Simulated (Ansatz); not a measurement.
**Tc of SnAs (Fm-3m) from its phonons**

Aim: the phonon-mediated transition temperature of SnAs (Fm-3m) at ambient pressure, over a range of μ*. The cell shown first is a relaxed one, from steps not shown here.

Main program and level: Ansatz 0.2.0; DFT PBEsol, scalar-relativistic, plane waves, PAW.

**Measured values to reproduce.**

For SnAs (impurity phase in nominal Na0.8Sn2As2 polycrystal), “Enhanced superconductivity by Na doping in SnAs-based layered compound Na1+xSn2-xAs2” (2019, arxiv:1907.09287) gives, by four-probe resistivity: superconducting transition temperature (upper resistivity drop, assigned to SnAs secondary phase) 3 K.

Most raw output is cut from this account.

### Step 1. The cell after earlier relaxation steps

Symmetry: Fm-3m, No. 225, cubic system. The conventional cell has a = 5.715 Å, b = 5.715 Å, c = 5.715 Å, α = 90.00°, β = 90.00°, γ = 90.00°. Nearest to Sn lie 6 As at 2.86 Å. Nearest to As lie 6 Sn at 2.86 Å. Farther neighbours are not listed.

Coordinates:

```cif
data_structure
_symmetry_space_group_name_H-M 'Fm-3m'
_symmetry_Int_Tables_number 225
_cell_length_a 5.7150
_cell_length_b 5.7150
_cell_length_c 5.7150
_cell_angle_alpha 90.000
_cell_angle_beta 90.000
_cell_angle_gamma 90.000
_cell_volume 186.66
loop_
_atom_site_label
_atom_site_type_symbol
_atom_site_symmetry_multiplicity
_atom_site_Wyckoff_symbol
_atom_site_fract_x
_atom_site_fract_y
_atom_site_fract_z
_atom_site_occupancy
Sn1 Sn 4 a 0.00000 0.00000 0.00000 1
As1 As 4 b 0.50000 0.00000 0.00000 1
```

### Step 2. Coupling and resistivity: q 2×2×2, k 6×6×6, scattering 12×12×12

The run that gives the couplings also evaluates McMillan's and Allen and Dynes's formulas and, where asked, the Eliashberg equations, over a range of μ*.

Contents of input.yaml:

```yaml
crystal:
  lattice:
    - [0.0, 2.8575090151, 2.8575090151]
    - [2.8575090151, 0.0, 2.8575090151]
    - [2.8575090151, 2.8575090151, 0.0]
  atoms:
    - { symbol: Sn, position: [0.0, 0.0, 0.0] }
    - { symbol: As, position: [0.5, 0.5, 0.5] }
kpoints:
  mp_grid: { grid: [6, 6, 6] }
hamiltonian:
  xc: pbesol
scf:
  occupations: { method: methfessel_paxton, width: 0.2 }
output:
  eigenvalues: true
phonons:
  method: dfpt
  qmesh: [2, 2, 2]
  temperatures: { t_max: 1000, t_step: 50 }
  qpath:
    path:
      - [[0.0, 0.0, 0.0], [0.5, 0.0, 0.5], [0.625, 0.25, 0.625]]
      - [[0.375, 0.375, 0.75], [0.0, 0.0, 0.0], [0.5, 0.5, 0.5], [0.5, 0.25, 0.75], [0.5, 0.0, 0.5]]
    npoints: 10
  electrical_resistivity:
    mesh: [12, 12, 12]
    temperatures: [20.0, 50.0, 80.0, 100.0, 150.0, 200.0, 273.0, 300.0, 400.0, 500.0, 600.0, 800.0]
  superconductivity: { mesh: [12, 12, 12] }
```

Started as:

```
$ ansatz run input.yaml --threads 4 --pin off --max-ram 10240MiB --backend cpu --events-out ev --progress --plain --runs-dir out
```

It took 28 s on 4 threads of Intel Xeon Platinum 8559C (Emerald Rapids), shared host; peak memory 1.7 GiB; 1.7 min of CPU time.

This step gave:

```
volume per atom                                                                : 23.33 Å³
metallic on mesh                                                               : yes
gap on the k-mesh                                                              : 0 eV
zero point energy                                                              : 0.03817 eV/cell
share of imaginary modes in the plain interpolation between solved wavevectors : 0
highest frequency, solved or plainly interpolated                              : 155.4 cm⁻¹
Debye temperature (second moment)                                              : 196 K
resistivity at 300 K                                                           : 8.453 μΩ cm
coupling constant λ                                                            : 0.4774
density of states at the Fermi level                                           : 0.3328 states/eV a spin and cell
log mean phonon energy ħω_log                                                  : 13.98 meV
transport coupling constant λ_tr                                               : 0.5242, 0.5242, 0.5242 (xx, yy, zz)
Drude plasma energy                                                            : 8.491, 8.491, 8.491 eV (xx, yy, zz)
resistivity times mean free path                                               : 9.732, 9.732, 9.732 × 10⁻¹⁶ Ω m² (xx, yy, zz)
second-moment phonon energy ħω₂                                                : 15.05 meV
coupling λ by branch                                                           : 0.0374, 0.0537, 0.0605, 0.123, 0.1, 0.102 (branches by rank of frequency)
```

Transition temperatures:

```csv
μ*,McMillan Tc (K),Allen–Dynes Tc (K),isotropic Fermi-surface Tc (K),isotropic full bandwidth Tc (K),anisotropic Fermi-surface Tc (K),anisotropic full bandwidth Tc (K),anisotropic narrow window Tc (K)
0.08,2.22,2.26,2.13,2.13,2.16,2.16,2.16
0.1,1.63,1.66,1.53,1.53,1.55,1.55,1.55
0.12,1.14,1.16,1.04,1.04,1.06,1.06,1.06
0.13,0.935,0.951,0.84,0.84,0.862,0.862,0.862
0.14,0.752,0.765,0.666,0.666,0.687,0.687,0.687
0.16,0.457,0.464,0.395,0.395,0.412,0.412,0.412
0.2,0.118,0.12,0.1,0.1,0.109,0.109,0.109
```

### Step 3. Resistivity: q 3×3×3, k 9×9×9, scattering 12×12×12

The next rung changes the q mesh, which sets the reach of the force constants and couplings; the k mesh of the density and its response.

Changes to input.yaml since step 2:

```diff
@@ -9,3 +9,3 @@
 kpoints:
-  mp_grid: { grid: [6, 6, 6] }
+  mp_grid: { grid: [9, 9, 9] }
 hamiltonian:
@@ -18,3 +18,3 @@
   method: dfpt
-  qmesh: [2, 2, 2]
+  qmesh: [3, 3, 3]
   temperatures: { t_max: 1000, t_step: 50 }
```

The job ended after 100 s (4 threads; peak memory 3.1 GiB).

Numbers from this step:

| Quantity | Value |
| --- | --- |
| zero point energy | 0.03924 eV/cell |
| highest frequency, solved or plainly interpolated | 151.4 cm⁻¹ |
| Debye temperature (second moment) | 205 K |
| resistivity at 300 K | 8.535 μΩ cm |
| coupling constant λ | 0.4835 |
| density of states at the Fermi level | 0.3323 states/eV a spin and cell |
| log mean phonon energy ħω_log | 13.86 meV |
| transport coupling constant λ_tr | 0.5311, 0.5311, 0.5311 (xx, yy, zz) |
| Drude plasma energy | 8.505, 8.505, 8.505 eV (xx, yy, zz) |
| resistivity times mean free path | 9.724, 9.724, 9.724 × 10⁻¹⁶ Ω m² (xx, yy, zz) |
| second-moment phonon energy ħω₂ | 14.94 meV |
| coupling λ by branch | 0.0385, 0.0542, 0.0621, 0.126, 0.1, 0.102 (branches by rank of frequency) |

Transition temperatures:

```
  μ*  McMillan Tc (K)  Allen–Dynes Tc (K)  isotropic Fermi-surface Tc (K)  isotropic full bandwidth Tc (K)  anisotropic Fermi-surface Tc (K)  anisotropic full bandwidth Tc (K)  anisotropic narrow window Tc (K)
0.08              2.3                2.35                            2.21                             2.21                              2.25                               2.25                              2.25
 0.1              1.7                1.74                             1.6                              1.6                              1.63                               1.63                              1.63
0.12             1.21                1.23                             1.1                              1.1                              1.13                               1.13                              1.13
0.13            0.992                1.01                           0.891                            0.891                             0.917                              0.917                             0.917
0.14            0.803               0.816                           0.711                            0.712                             0.735                              0.735                             0.735
0.16            0.495               0.503                           0.428                            0.428                             0.448                              0.448                             0.448
 0.2            0.135               0.136                           0.114                            0.114                             0.124                              0.124                             0.124
```

Between step 2 and this run (k-mesh 9×9×9 and q mesh 3×3×3) the value for the log mean phonon energy ħω_log moves from 14.0 meV to 13.9 meV.

### Step 4. Coupling and resistivity: q 4×4×4, k 12×12×12, scattering 16×16×16

The next rung changes the q mesh, which sets the reach of the force constants and couplings; the k mesh of the density and its response; the scattering mesh, which samples the Fermi surface.

input.yaml, the sections that differ from step 3:

```yaml
kpoints:
  mp_grid: { grid: [12, 12, 12] }
phonons:
  method: dfpt
  qmesh: [4, 4, 4]
  temperatures: { t_max: 1000, t_step: 50 }
  qpath:
    path:
      - [[0.0, 0.0, 0.0], [0.5, 0.0, 0.5], [0.625, 0.25, 0.625]]
      - [[0.375, 0.375, 0.75], [0.0, 0.0, 0.0], [0.5, 0.5, 0.5], [0.5, 0.25, 0.75], [0.5, 0.0, 0.5]]
    npoints: 10
  electrical_resistivity:
    mesh: [16, 16, 16]
    temperatures: [20.0, 50.0, 80.0, 100.0, 150.0, 200.0, 273.0, 300.0, 400.0, 500.0, 600.0, 800.0]
  superconductivity: { mesh: [16, 16, 16] }
# crystal, hamiltonian, scf, output: as in step 3
```

The job ended after 6 min (4 threads; peak memory 5.3 GiB; 23 min of CPU time).

Numbers from this step:

* zero point energy: 0.04125 eV/cell
* highest frequency, solved or plainly interpolated: 164.6 cm⁻¹
* Debye temperature (second moment): 216 K
* resistivity at 300 K: 8.15 μΩ cm
* coupling constant λ: 0.477
* density of states at the Fermi level: 0.3235 states/eV a spin and cell
* log mean phonon energy ħω_log: 13.82 meV
* transport coupling constant λ_tr: 0.522, 0.522, 0.522 (xx, yy, zz)
* Drude plasma energy: 8.628, 8.628, 8.628 eV (xx, yy, zz)
* resistivity times mean free path: 9.609, 9.609, 9.609 × 10⁻¹⁶ Ω m² (xx, yy, zz)
* second-moment phonon energy ħω₂: 14.93 meV
* coupling λ by branch: 0.0392, 0.0543, 0.0595, 0.123, 0.102, 0.0992 (branches by rank of frequency)

An empty cell: under 1 mK by a formula, or no transition down to the floor of the Eliashberg search. Transition temperatures:

```csv
μ*,McMillan Tc (K),Allen–Dynes Tc (K),isotropic Fermi-surface Tc (K),isotropic full bandwidth Tc (K),anisotropic Fermi-surface Tc (K),anisotropic full bandwidth Tc (K),anisotropic narrow window Tc (K)
0.08,2.18,2.23,2.1,2.1,2.12,2.12,2.12
0.1,1.61,1.64,1.5,1.5,1.53,1.53,1.53
0.12,1.12,1.14,1.02,1.02,1.04,1.04,1.04
0.13,0.92,0.935,0.824,0.824,0.844,0.844,0.844
0.14,0.739,0.751,0.653,0.653,0.672,0.672,0.672
0.16,0.449,0.455,0.387,0.387,0.402,0.402,0.402
0.2,0.116,0.117,-,-,0.105,0.105,0.105
```

The Eliashberg function α²F has structure finer than the step of the table below, so its rows give means over 0.5 meV, whole bins alone (the curve runs from 0.078 to 19.8 meV). Peaks (meV: height): α²F 16.89: 1.03, 18.13: 1.17; α²F tr 16.89: 1.20, 18.13: 1.34.

The Eliashberg function α²F by phonon energy; means over each step:

| phonon energy (meV) | α²F | α²F tr |
| --- | --- | --- |
| 1.0 | 3.2e-5 | 0 |
| 1.5 | 1.6e-4 | 3.9e-5 |
| 2.0 | 8.9e-4 | 2.8e-4 |
| 2.5 | 0.00157 | 6.3e-4 |
| 3.0 | 0.00249 | 0.00129 |
| 3.5 | 0.00347 | 0.00196 |
| 4.0 | 0.00465 | 0.00279 |
| 4.5 | 0.00571 | 0.00358 |
| 5.0 | 0.00736 | 0.00503 |
| 5.5 | 0.0169 | 0.0153 |
| 6.0 | 0.0312 | 0.0286 |
| 6.5 | 0.0372 | 0.0318 |
| 7.0 | 0.0460 | 0.0375 |
| 7.5 | 0.0641 | 0.0527 |
| 8.0 | 0.0777 | 0.0685 |
| 8.5 | 0.0749 | 0.0673 |
| 9.0 | 0.0754 | 0.0681 |
| 9.5 | 0.0760 | 0.0688 |
| 10.0 | 0.0758 | 0.0687 |
| 10.5 | 0.0758 | 0.0689 |
| 11.0 | 0.0761 | 0.0692 |
| 11.5 | 0.0762 | 0.0693 |
| 12.0 | 0.126 | 0.129 |
| 12.5 | 0.190 | 0.206 |
| 13.0 | 0.198 | 0.223 |
| 13.5 | 0.211 | 0.235 |
| 14.0 | 0.272 | 0.301 |
| 14.5 | 0.271 | 0.304 |
| 15.0 | 0.343 | 0.411 |
| 15.5 | 0.399 | 0.494 |
| 16.0 | 0.423 | 0.521 |
| 16.5 | 0.553 | 0.662 |
| 17.0 | 0.854 | 0.977 |
| 17.5 | 0.697 | 0.792 |
| 18.0 | 0.887 | 1.00 |
| 18.5 | 0.519 | 0.615 |
| 19.0 | 0.105 | 0.127 |
| 19.5 | 0.0291 | 0.0329 |

The Eliashberg function α²F has structure finer than the step of the table below, so its rows give means over 0.5 meV, whole bins alone (the curve runs from 0.078 to 19.8 meV). Peaks (meV: height): α²F 16.89: 1.03, 18.13: 1.17; Sn 12.68: 0.130, 15.17: 0.151, 17.20: 0.200, 18.13: 0.216; As 16.89: 0.830, 18.13: 0.950.

The Eliashberg function α²F by phonon energy; means over each step:

| phonon energy (meV) | α²F | Sn | As |
| --- | --- | --- | --- |
| 1.0 | 3.2e-5 | 8.3e-6 | 0 |
| 1.5 | 1.6e-4 | 1.0e-4 | 7.0e-5 |
| 2.0 | 8.9e-4 | 5.5e-4 | 3.4e-4 |
| 2.5 | 0.00157 | 9.5e-4 | 5.8e-4 |
| 3.0 | 0.00249 | 0.00156 | 9.3e-4 |
| 3.5 | 0.00347 | 0.00220 | 0.00125 |
| 4.0 | 0.00465 | 0.00302 | 0.00166 |
| 4.5 | 0.00571 | 0.00373 | 0.00197 |
| 5.0 | 0.00736 | 0.00485 | 0.00252 |
| 5.5 | 0.0169 | 0.0118 | 0.00501 |
| 6.0 | 0.0312 | 0.0225 | 0.00870 |
| 6.5 | 0.0372 | 0.0270 | 0.0103 |
| 7.0 | 0.0460 | 0.0336 | 0.0124 |
| 7.5 | 0.0641 | 0.0476 | 0.0164 |
| 8.0 | 0.0777 | 0.0586 | 0.0192 |
| 8.5 | 0.0749 | 0.0566 | 0.0182 |
| 9.0 | 0.0754 | 0.0574 | 0.0180 |
| 9.5 | 0.0760 | 0.0585 | 0.0176 |
| 10.0 | 0.0758 | 0.0589 | 0.0169 |
| 10.5 | 0.0758 | 0.0597 | 0.0161 |
| 11.0 | 0.0761 | 0.0609 | 0.0153 |
| 11.5 | 0.0762 | 0.0619 | 0.0143 |
| 12.0 | 0.126 | 0.0838 | 0.0426 |
| 12.5 | 0.190 | 0.109 | 0.0802 |
| 13.0 | 0.198 | 0.0993 | 0.0991 |
| 13.5 | 0.211 | 0.102 | 0.108 |
| 14.0 | 0.272 | 0.132 | 0.140 |
| 14.5 | 0.271 | 0.127 | 0.144 |
| 15.0 | 0.343 | 0.135 | 0.207 |
| 15.5 | 0.399 | 0.142 | 0.256 |
| 16.0 | 0.423 | 0.136 | 0.286 |
| 16.5 | 0.553 | 0.133 | 0.420 |
| 17.0 | 0.854 | 0.186 | 0.669 |
| 17.5 | 0.697 | 0.185 | 0.512 |
| 18.0 | 0.887 | 0.183 | 0.704 |
| 18.5 | 0.519 | 0.109 | 0.410 |
| 19.0 | 0.105 | 0.0250 | 0.0801 |
| 19.5 | 0.0291 | 0.00604 | 0.0231 |

Anisotropic full-bandwidth solution, weighted at the Fermi level. Gaps:

| mu* | T (K) | mean gap (meV) | 5 % (meV) | 95 % (meV) | mean Z |
| --- | --- | --- | --- | --- | --- |
| 0.1 | 0.381 | 0.231 | 0.203 | 0.25 | 1.48 |
| 0.1 | 0.763 | 0.221 | 0.194 | 0.239 | 1.48 |
| 0.1 | 1.14 | 0.179 | 0.157 | 0.194 | 1.48 |
| 0.1 | 1.37 | 0.122 | 0.107 | 0.132 | 1.48 |
| 0.13 | 0.211 | 0.127 | 0.109 | 0.14 | 1.48 |
| 0.13 | 0.422 | 0.122 | 0.104 | 0.134 | 1.48 |
| 0.13 | 0.633 | 0.0986 | 0.0845 | 0.108 | 1.48 |
| 0.13 | 0.76 | 0.0669 | 0.0573 | 0.0733 | 1.48 |
| 0.16 | 0.101 | 0.0604 | 0.0501 | 0.0672 | 1.48 |
| 0.16 | 0.201 | 0.0577 | 0.0479 | 0.0643 | 1.48 |
| 0.16 | 0.302 | 0.0467 | 0.0387 | 0.052 | 1.48 |
| 0.16 | 0.362 | 0.0317 | 0.0262 | 0.0352 | 1.48 |

Table of dTc/da2F by phonon energy:

```
phonon energy (meV)  dTc/da2F (K/meV)
                1.5                 -
                2.0              4.85
                2.5              4.41
                3.0              4.03
                3.5              3.72
                4.0              3.46
                4.5              3.23
                5.0              3.02
                5.5              2.85
                6.0              2.69
                6.5              2.55
                7.0              2.42
                7.5              2.30
                8.0              2.19
                8.5              2.10
                9.0              2.01
                9.5              1.93
               10.0              1.85
               10.5              1.78
               11.0              1.72
               11.5              1.65
               12.0              1.59
               12.5              1.54
               13.0              1.49
               13.5              1.44
               14.0              1.40
               14.5              1.35
               15.0              1.31
               15.5              1.27
               16.0              1.24
               16.5              1.20
               17.0              1.17
               17.5              1.14
               18.0              1.11
               18.5              1.08
               19.0              1.05
               19.5              1.02
```

Share of the Fermi-level states against lambda of a state:

```
lambda of a state  share of the Fermi-level states
           0.3800                                0
           0.3880                           5.0e-4
           0.3950                           0.0068
           0.4030                           0.0012
           0.4100                           0.0102
           0.4180                           0.0361
           0.4260                           0.0252
           0.4330                           0.0337
           0.4410                           0.0423
           0.4490                           0.0349
           0.4560                           0.0866
           0.4640                            0.019
           0.4710                            0.146
           0.4790                           0.0702
           0.4870                            0.154
           0.4940                           0.0928
           0.5020                           0.0258
           0.5100                            0.127
           0.5170                           0.0749
           0.5250                           0.0074
           0.5330                           0.0046
           0.5400                           8.0e-4
           0.5480                                0
           0.5550                                0
```

### Step 5. Outcome

```
meshes                                 : q 4×4×4, k 12×12×12, scattering 16×16×16
coupling constant λ                    : 0.477
log mean phonon energy ħω_log          : 13.8 meV
Allen–Dynes Tc at μ* = 0.1             : 1.64 K
Allen–Dynes Tc at μ* = 0.13            : 0.935 K
anisotropic Eliashberg Tc at μ* = 0.1  : 1.53 K
anisotropic Eliashberg Tc at μ* = 0.13 : 0.844 K
```

**Reading.** In the last run (PBEsol, q 4×4×4, k 12×12×12, scattering 16×16×16), with λ = 0.48 and ħω_log = 13.8 meV, Tc at μ* = 0.13 is 0.92 K by McMillan's formula, 0.94 K by Allen and Dynes's and 0.84 K by the anisotropic Eliashberg equations. Raising μ* from 0.10 to 0.16 lowers the Allen–Dynes value from 1.6 to 0.46 K. The mean gap at a quarter of Tc gives 2Δ/k_B Tc = 3.49, against 3.53 in weak-coupling theory. By the run's own test λ is not converged in the fine mesh: it moves by 7 % between the two finest, and by up to 16 % in the other runs. The run's transport test calls it not converged in the mesh; ρ(300 K) moves by 20 % in the component that moves most. λ of these runs moves by 7 to 16 % between their two finest meshes, and Tc by more, so small gaps between the runs or to the measured value rank nothing. Over the runs, λ takes the values 0.477, 0.483 and 0.477, in the order shown. μ* is a typed number, phonons are harmonic, and spin fluctuations are left out; at μ* = 0.13 McMillan's formula turns 1 % in λ into about 5.5 % in Tc.

Computed beside measured:

| quantity | measured | Allen–Dynes, PBEsol, q 2×2×2, fine 12×12×12 | Eliashberg, PBEsol, q 2×2×2, fine 12×12×12 | Allen–Dynes, PBEsol, q 3×3×3, fine 12×12×12 | Eliashberg, PBEsol, q 3×3×3, fine 12×12×12 | Allen–Dynes, PBEsol, q 4×4×4, fine 16×16×16 | Eliashberg, PBEsol, q 4×4×4, fine 16×16×16 |
| --- | --- | --- | --- | --- | --- | --- | --- |
| superconducting transition temperature (μ* = 0.13) (kelvin) | 3 | 0.95 (-68.3 %) | 0.86 (-71.3 %) | 1.01 (-66.3 %) | 0.92 (-69.4 %) | 0.94 (-68.8 %) | 0.84 (-71.9 %) |

Measured values from arxiv:1907.09287 (2019).

**Verdict.** For the superconducting transition temperature, of the levels listed nearest comes Allen–Dynes, PBEsol, q 3×3×3, fine 12×12×12 (-66.3 %, a clear miss) and farthest Eliashberg, PBEsol, q 4×4×4, fine 16×16×16 (-71.9 %, a clear miss). Limits of convergence are named above.

[Logs are printed without paths, hosts, clocks, repeated set-up lines and the standing remarks that a program may print on its own settings, such as how far it seeks lower states.]

[Hosts, paths, dates, database ids (printed as entryN), source tags and the programs' standing remarks are cut or masked in the printed files.]
